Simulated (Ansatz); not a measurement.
Two G0W0 runs on SnWO4 (Pnna).

The structure is orthorhombic, space group Pnna (No. 52). Conventional cell: a = 5.627 Å, b = 11.649 Å, c = 4.997 Å, α = 90.00°, β = 90.00°, γ = 90.00°. Nearest to Sn lie 4 O at 2.18 to 2.39 Å. Nearest to W lie 6 O at 1.80 to 2.14 Å. Nearest to O lie 2 W at 1.80 to 2.14 Å. O has 1 W at 1.89 Å and 2 Sn at 2.18 to 2.39 Å nearest. Farther neighbours and most contacts between anions are not listed.

```
Sn W O
1.0
     5.62700    0.00000    0.00000
     0.00000   11.64860    0.00000
     0.00000    0.00000    4.99730
Sn W O
4 4 16
Cartesian
  1.4067 0.0000 1.0974
  1.4067 5.8243 1.4012
  4.2203 0.0000 3.8999
  4.2203 5.8243 3.5961
  3.7571 2.9122 1.2493
  4.6834 8.7364 1.2493
  1.8699 8.7364 3.7480
  0.9436 2.9122 3.7480
  2.1186 3.4794 4.9913
  0.6949 8.1692 4.9913
  2.1186 2.3449 2.5046
  0.6949 9.3037 2.5046
  3.5084 8.1692 0.0060
  4.9321 3.4794 0.0060
  3.5084 9.3037 2.4927
  4.9321 2.3449 2.4927
  0.5734 4.6140 3.0169
  2.2401 7.0346 3.0169
  0.5734 1.2103 4.4791
  2.2401 10.4383 4.4791
  5.0536 7.0346 1.9804
  3.3869 4.6140 1.9804
  5.0536 10.4383 0.5182
  3.3869 1.2103 0.5182
```

The cell and positions come from the Crystallography Open Database and are kept as given unless a step says otherwise. Spin-orbit coupling is left out unless a run names it. PAW set soft_2, made with PBE.

The first (Ansatz 0.2.0; start r2SCAN, 2×2×4 mesh, 160 empty bands, screening to 36 eV; 1 × NVIDIA GB200 (shared by 2 runs) with 24 threads of Arm Neoverse V2, shared host) gave, on its mesh: starting gap 1.51 eV, G0W0 gap 2.56 eV, RPA ε∞ (mean) 6.12, 17 s.

The second changes empty bands from 160 to 454 and screening cutoff (eV) from 36 to 72. What does it give?

It gave: starting gap 1.51 eV, G0W0 gap 2.59 eV, RPA ε∞ (mean) 6.09, 22 s. The G0W0 gap moves by +0.02 eV, +0.00 eV from the start and +0.02 eV from the correction. Σc changes by −0.33 eV at the valence top and −0.31 eV at the conduction bottom, and Σx − Vxc between them by +0.00 eV.

Limits: not at the basis limit; no spin-orbit coupling; coarse k mesh.

[Paths, hosts, dates, memory and timing lines, banners, echoed tables and standing remarks are left out of the program output.]

[Logs are printed without paths, hosts, clocks, repeated set-up lines and the standing remarks that a program may print on its own settings, such as how far it seeks lower states.]

[Runs of the session that timed out or met a known fault of the program may be left out.]

[Cells called generated may have been cut or substituted from an entry of the Crystallography Open Database or the Materials Project.]

[Hosts, paths, dates, database ids (printed as entryN), source tags and the programs' standing remarks are cut or masked in the printed files.]
